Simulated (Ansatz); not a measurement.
# As in place of Si at several sites of a frame of glassy nearly rigid 60TiO2-40SiO2 (mol %) from 1500 K (141 atoms), part 3 of 3

Aim: make As in place of Si at several sites of a frame of glassy nearly rigid 60TiO2-40SiO2 (mol %) from 1500 K (141 atoms), relax each, and compare their energies.

Ansatz 0.2.0; Kohn-Sham DFT, RPBE, PAW (set soft_1), plane waves.

The cell: 28 Ti, 19 Si and 94 O. The network of bonds at the start is that of the classical potential that made the cell. The Brillouin zone is sampled at Γ only, in a cell whose shortest periodic width is 13 Å.

So far. Step 2 (Single point at the start): The r.m.s. force at the start is 2.2 eV/Å. Step 3 (Relaxation): The relaxation converged after 14 steps, 32.7 eV below its start, with a largest force component of 0.031 eV/Å.

## (5) As on a site of Si, site Si42

The site has 4 bonded neighbours (O4) at 1.64 Å on average, by cutoffs that count no bonds between two metal atoms or like ions. The change is made in the relaxed cell and the atoms are relaxed again, with spin allowed.

Input file input.yaml:

```yaml
crystal:
  lattice:
    - [12.90086, 0.0, 0.0]
    - [0.0, 12.90086, 0.0]
    - [0.0, 0.0, 12.90086]
  atoms:
    [... atom lines 1 to 38 left out ...]
    - { symbol: Si, position: [0.72598, 0.00474, 0.45717] }
    - { symbol: Si, position: [0.03833, 0.73794, 0.6229] }
    - { symbol: Si, position: [0.74278, 0.86004, 0.08738] }
    - { symbol: As, position: [0.84181, 0.43295, 0.77613], spin: 0.6 }
    - { symbol: Si, position: [0.35243, 0.45136, 0.54495] }
    - { symbol: Si, position: [0.54086, 0.16495, 0.48483] }
    - { symbol: Si, position: [0.3726, 0.41791, 0.79402] }
    [... atom lines 46 to 141 left out ...]
magnetization:
  spin_polarized: true
kpoints:
  mp_grid: { grid: [1, 1, 1] }
hamiltonian:
  xc: rpbe
  pseudopotentials: { kind: paw, azcp: { folder: soft_1 } }
scf:
  occupations: { method: fermi_dirac, width: 0.025 }
  lower_state_search: "off"
output:
  forces: true
  eigenvalues: true
relax:
  f_tol: 0.05
  max_steps: 90
```

Launch:

```sh
ansatz run input.yaml --threads 4 --pin off --max-ram 15872MiB --backend cpu --events-out ev --progress --plain --runs-dir out
```

Numbers of over 12 decimals in the logs are rounded to 6 here.

The log of the run:

```text
[...]
Crystal: 141 atoms, lattice volume = 2147.118 Å³
Basis set: ecut = 420 eV, 41923 PW (Γ), exchange–correlation on 180×180×180 points (8 copies of the dense FFT grid, shifted against one another)
Bands: 636, of which v1, the nominal top of the filled ones, is band 494 counted from 1 (493 counted from 0)
Symmetry: 1 space group operations
[...]
k-points: 1
[...]
Starting moments: Σ|m| = 3 μB on 5 of 141 sites
[...]
SCF iter   1: F=—  HF=-140201.725141 eV  |F-HF|=—  |Δ(HF+E_count)|=         —  Δρ=4.17e-2 (↑3.99e-2 ↓4.17e-2)  dr2=2.64e2  dr2_m=1.58e0  M=0.010 μB ∫|m|=0.671 μB  β_m=0.30  ethr=3.10e-3  ⟨swp⟩=6.0  Hψ=4801  notcnv=0  defer=102
[...]
spin=Collinear: Resta preconditioning applied to the charge; magnetization (m = ρ↑ − ρ↓) channel mixes plain (no charge-response kernel on spin).
SCF iter   2: F=—  HF=-140164.851469 eV  |F-HF|=—  |Δ(HF+E_count)|=    3.69e1  Δρ=2.77e-2 (↑2.64e-2 ↓2.77e-2)  dr2=9.67e1  dr2_m=8.65e-1  M=0.008 μB ∫|m|=0.460 μB  β_m=0.30  ethr=3.10e-3  ⟨swp⟩=3.0  Hψ=2468  notcnv=0  defer=238
[...]
SCF iter   8: F=—  HF=-140144.541211 eV  |F-HF|=—  |Δ(HF+E_count)|=   1.51e-1  Δρ=2.68e-3 (↑2.67e-3 ↓2.68e-3)  dr2=8.10e-1  dr2_m=2.24e-2  M=-0.056 μB ∫|m|=0.147 μB  β_m=0.30  ethr=2.67e-4  ⟨swp⟩=7.0  Hψ=1598  notcnv=0  defer=192
[...]
spin-set hold released at iteration 8 (site moments contracting): the magnetisation degrees of freedom join the quasi-Newton model from the next iteration; the mixer history was flushed
SCF iter   9: F=—  HF=-140144.612109 eV  |F-HF|=—  |Δ(HF+E_count)|=   7.09e-2  Δρ=2.11e-3 (↑1.90e-3 ↓2.11e-3)  dr2=4.88e-1  dr2_m=1.31e-2  M=-0.072 μB ∫|m|=0.146 μB  β_m=0.31  ethr=8.21e-5  ⟨swp⟩=9.0  Hψ=2310  notcnv=0  defer=192
[...]
SCF iter  30: F=-140144.895141 eV  HF=-140144.895142 eV  |F-HF|=9.52e-7  |Δ(HF+E_count)|=   2.56e-7  Δρ=4.99e-6 (↑1.16e-6 ↓4.99e-6)  dr2=1.17e-6  dr2_m=1.47e-7  M=-0.992 μB ∫|m|=1.230 μB  ethr=8.02e-10  ⟨swp⟩=2.0  Hψ=2693  notcnv=0
SCF 1 converged in 30 iterations: F = -140144.895141 eV  dr2 = 1.17e-6
[...]
relax step   1: F+E_penalty+E_count = -140144.89514062 eV  Δ(F+E_penalty+E_count) = +0.000e0 eV  max|allowed force component| = 2.120e0 eV/Å  Δτ_max = 0.0000 Å  (30 SCF iters, dr2 threshold 6.25e-5 eV, accepted)
[... from here on, the SCF cycles and remarks between the steps are left out ...]
relax step   2: F+E_penalty+E_count = -140145.45528886 eV  Δ(F+E_penalty+E_count) = -5.601e-1 eV  max|allowed force component| = 1.019e0 eV/Å  Δτ_max = 0.0721 Å  (12 SCF iters, dr2 threshold 1.00e-4 eV, accepted)
relax step   3: F+E_penalty+E_count = -140145.69043183 eV  Δ(F+E_penalty+E_count) = -2.351e-1 eV  max|allowed force component| = 3.273e-1 eV/Å  Δτ_max = 0.0653 Å  (13 SCF iters, dr2 threshold 6.49e-5 eV, accepted)
relax step   4: F+E_penalty+E_count = -140145.73299976 eV  Δ(F+E_penalty+E_count) = -4.257e-2 eV  max|allowed force component| = 2.262e-1 eV/Å  Δτ_max = 0.0410 Å  (12 SCF iters, dr2 threshold 1.11e-5 eV, accepted)
relax step   5: F+E_penalty+E_count = -140145.76765684 eV  Δ(F+E_penalty+E_count) = -3.466e-2 eV  max|allowed force component| = 1.803e-1 eV/Å  Δτ_max = 0.0407 Å  (10 SCF iters, dr2 threshold 5.28e-6 eV, accepted)
relax step   6: F+E_penalty+E_count = -140145.78109963 eV  Δ(F+E_penalty+E_count) = -1.344e-2 eV  max|allowed force component| = 9.490e-2 eV/Å  Δτ_max = 0.0241 Å  (11 SCF iters, dr2 threshold 1.55e-5 eV, accepted)
relax step   7: F+E_penalty+E_count = -140145.79227885 eV  Δ(F+E_penalty+E_count) = -1.118e-2 eV  max|allowed force component| = 1.348e-1 eV/Å  Δτ_max = 0.0353 Å  (16 SCF iters, accepted)
relax step   8: F+E_penalty+E_count = -140145.80019393 eV  Δ(F+E_penalty+E_count) = -7.915e-3 eV  max|allowed force component| = 1.624e-1 eV/Å  Δτ_max = 0.0399 Å  (14 SCF iters, dr2 threshold 5.03e-6 eV, accepted)
relax step   9: F+E_penalty+E_count = -140145.80294750 eV  Δ(F+E_penalty+E_count) = -2.754e-3 eV  max|allowed force component| = 1.226e-1 eV/Å  Δτ_max = 0.0384 Å  (10 SCF iters, dr2 threshold 2.64e-5 eV, accepted)
relax step  10: F+E_penalty+E_count = -140145.76525854 eV  Δ(F+E_penalty+E_count) = +3.769e-2 eV  max|allowed force component| = 5.218e-1 eV/Å  Δτ_max = 0.0818 Å  (11 SCF iters, dr2 threshold 8.57e-6 eV, rejected (line search))
relax step  11: F+E_penalty+E_count = -140145.80881992 eV  Δ(F+E_penalty+E_count) = -5.872e-3 eV  max|allowed force component| = 6.846e-2 eV/Å  Δτ_max = 0.0200 Å  (16 SCF iters, accepted)
relax step  12: F+E_penalty+E_count = -140145.79569185 eV  Δ(F+E_penalty+E_count) = +1.313e-2 eV  max|allowed force component| = 2.497e-1 eV/Å  Δτ_max = 0.0544 Å  (15 SCF iters, rejected (line search))
relax step  13: F+E_penalty+E_count = -140145.81089441 eV  Δ(F+E_penalty+E_count) = -2.074e-3 eV  max|allowed force component| = 3.171e-2 eV/Å  Δτ_max = 0.0195 Å  (16 SCF iters, accepted)
SCF converged after 16 iterations
Magnetization: -0.9827 μB (493.0087 up, 493.9913 down)
Absolute magnetization: 1.1469 μB (∫|ρ↑−ρ↓|, with the PAW one-centre terms)
[...]
Per-site moments (μB) at R_I (Å): [(-0.290675, 0.766679), (-0.000399257, 0.740414), (-0.00221935, 0.728457), (-7.843038857568047e-5, 0.710568), (-0.015044, 0.737187), [...]
Free energy (F): -140145.810894 eV
[...]
Internal energy: -140145.804246 eV  (E = F + TS)
E sigma→0 (E₀):  -140145.807570 eV
Entropy (-TS):   -0.006648 eV (-0.047 meV/atom)
Fermi energy:    5.578539 eV
[...]
--- Forces (eV/Å), atoms counted from 1 ---
  atom   1  Ti     0.01212715    -0.01732439    -0.00955624
  atom   2  Ti    -0.00281558     0.02401418    -0.02011568
  atom   3  Ti    -0.00154662     0.00046726     0.00305024
  atom   4  Ti    -0.00110738    -0.00388873     0.00086693
  atom   5  Ti    -0.01356679     0.01044902     0.02024155
  atom   6  Ti    -0.00768295     0.00134334     0.01105480
  atom   7  Ti     0.01133871    -0.00381387     0.00526496
  atom   8  Ti     0.00072030    -0.00197315    -0.00926370
  atom   9  Ti     0.00877060     0.00612948    -0.00775083
  atom  10  Ti    -0.00219425    -0.00273815    -0.00450501
  atom  11  Ti    -0.01024840    -0.00677591     0.00208572
  atom  12  Ti    -0.00279422     0.00067903     0.01127154
  atom  13  Ti    -0.00230184     0.00940531    -0.00085347
  atom  14  Ti     0.00246453    -0.00993053     0.01012899
[...]
atom 140  O      0.01570001     0.00230871    -0.01965355
  atom 141  O      0.00182539     0.00322290    -0.00113907
  max |Σ_I F_I| component: 1.85e-5 eV/Å
--- Band table (eV) ---
[...]
--- Relaxed structure (13 steps of the walk, 11 accepted, 0 SCFs on fresh bases) ---
  F+E_penalty+E_count = -140145.81089441 eV   max|allowed force component| = 3.171e-2 eV/Å
  atoms:
    - { symbol: Ti, position: [0.500153, 0.928575, 0.806616] }
    - { symbol: Ti, position: [0.810812, 0.693731, 0.693099] }
    - { symbol: Ti, position: [0.494010, 0.133476, 0.089969] }
    - { symbol: Ti, position: [0.327296, 0.861880, 0.316174] }
[...]
- { symbol: O, position: [0.432611, 0.011168, 0.092941] }
```

Run time: 39 min. Hardware: 4 threads of Arm Neoverse V1, shared host; peak memory 6.4 GiB; 2.6 h of CPU time.

The relaxation converged after 13 steps, 0.916 eV below its start, with a largest force component of 0.032 eV/Å.

A closer look about the As atom, after relaxation: 10 atoms, nearest first, numbered in the order of the input, with positions taken from that point.

| atom | x | y | z | distance (Å) | bonds | moment (μB) |
| --- | --- | --- | --- | --- | --- | --- |
| As42 | 0.00 | 0.00 | 0.00 | 0.00 | 4 | 0.00 |
| O123 | -0.22 | 1.60 | -0.48 | 1.69 | 2 | 0.00 |
| O57 | -1.21 | -0.65 | 0.98 | 1.69 | 2 | 0.00 |
| O66 | 0.33 | -0.83 | -1.43 | 1.69 | 2 | 0.00 |
| O98 | 1.54 | -0.04 | 0.79 | 1.73 | 2 | 0.00 |
| Si32 | 1.96 | 1.00 | 2.09 | 3.03 | 4 | 0.00 |
| O70 | 0.60 | 1.84 | 2.42 | 3.10 | 2 | 0.00 |
| O114 | 1.35 | -2.87 | 0.25 | 3.19 | 2 | 0.00 |
| Ti10 | -0.47 | -2.09 | -2.57 | 3.35 | 4 | 0.00 |
| O139 | -3.02 | 1.10 | -1.49 | 3.54 | 2 | 0.00 |

The column of bonds counts only the pairs O-Ti within 2.64 Å, O-Si within 2.08 Å, O-As within 2.12 Å; other neighbours, such as metal atoms beside each other in a compound, aren't counted, and periodic images can show an atom twice.

The largest move is 0.22 Å, by O82.

## (6) As on a site of Si, site Si29

The site has 4 bonded neighbours (O4) at 1.65 Å on average. 

Input and log are left out; they have the form of those shown for this kind of step.

Elapsed: 24 min, on 4 threads of Arm Neoverse V1, shared host; peak memory 6.3 GiB.

The relaxation converged after 8 steps, 1.14 eV below its start, with a largest force component of 0.045 eV/Å.

## (7) As on a site of Si, site Si45

The site has 4 bonded neighbours (O4) at 1.64 Å on average. 

Input and log are left out; they have the form of those shown for this kind of step.

Wall time 57 min (4 threads of Arm Neoverse V1, shared host); peak memory 6.3 GiB.

The relaxation was stopped at its limit after 23 steps, 1.44 eV below its start, with a largest force component of 0.14 eV/Å.

Local excerpt of 11 atoms (numbers count through the whole input) about the As atom, after relaxation; x, y, z are measured from there.

| atom | x | y | z | distance (Å) | bonds |
| --- | --- | --- | --- | --- | --- |
| As45 | 0.00 | 0.00 | 0.00 | 0.00 | 4 |
| O110 | 1.47 | 0.75 | 0.64 | 1.77 | 2 |
| O74 | 0.38 | 0.25 | -1.72 | 1.78 | 2 |
| O83 | -1.32 | 1.35 | 0.13 | 1.89 | 2 |
| O103 | 0.39 | -1.88 | -0.22 | 1.94 | 2 |
| O95 | -2.94 | -0.35 | -1.31 | 3.24 | 2 |
| Ti28 | 2.45 | 2.12 | -0.15 | 3.25 | 4 |
| O69 | -1.31 | -0.33 | 3.00 | 3.29 | 2 |
| Si43 | 0.09 | 0.52 | -3.32 | 3.36 | 4 |
| Si36 | -1.86 | 2.63 | 1.09 | 3.40 | 4 |
| Ti21 | 1.81 | -2.83 | -0.79 | 3.45 | 4 |

The column of bonds counts only the pairs O-Ti within 2.64 Å, O-Si within 2.08 Å, O-As within 2.26 Å; other neighbours, such as metal atoms beside each other in a compound, aren't counted, and periodic images can show an atom twice.

The largest move is 0.87 Å, by O83.

## (8) The sites compared

All these cells hold the same atoms, so their energies can be compared with no chemical potential.

| site | neighbours | mean distance (Å) | atoms within 6 Å | energy over the best site (eV) | before relaxation (eV) | gain on relaxing (eV) | moment (μB) |
| --- | --- | --- | --- | --- | --- | --- | --- |
| Si29 | O4 | 1.65 | 55 | 0.00 | 0.00 | 1.14 | 1.0 |
| Si45 * | O4 | 1.64 | 57 | 0.58 | 0.87 | 1.44 | - |
| Si42 | O4 | 1.64 | 56 | 1.04 | 0.81 | 0.92 | -1.0 |

* The relaxation didn't finish, so this cell's energy would fall further, and differences against it can move either way. Neighbours are those of the relaxed host within 2.08 Å (O-Si); other pairs aren't counted.

## (9) Outcome

The cheapest site is Si29 (4 neighbours, O4); the dearest, Si42 (4 neighbours, O4), costs 1.0 eV more. Relaxation gains 0.92 to 1.4 eV and leaves the best site the same.

Caveats: Defects are neutral and interact with their images. The reference ran with fermi-dirac smearing of 0.129 eV, but 3 of the 3 defect cells with fermi-dirac smearing of 0.025 eV, spin polarised. In a disordered cell the relaxation can also rearrange atoms far from the site. In the spin-polarised runs the search for a state of lower energy was switched off. Only 3 of the 19 Si sites were tried; unless symmetry makes the others alike to these, a cheaper one may exist. A local or semilocal functional tends to spread out the unpaired spin of such defects.

The DFT runs together took 2.3 h of wall time.

[Logs are printed without paths, hosts, clocks, repeated set-up lines and the standing remarks that a program may print on its own settings, such as how far it seeks lower states.]

[Hosts, paths, dates, database ids (printed as entryN), source tags and the programs' standing remarks are cut or masked in the printed files.]
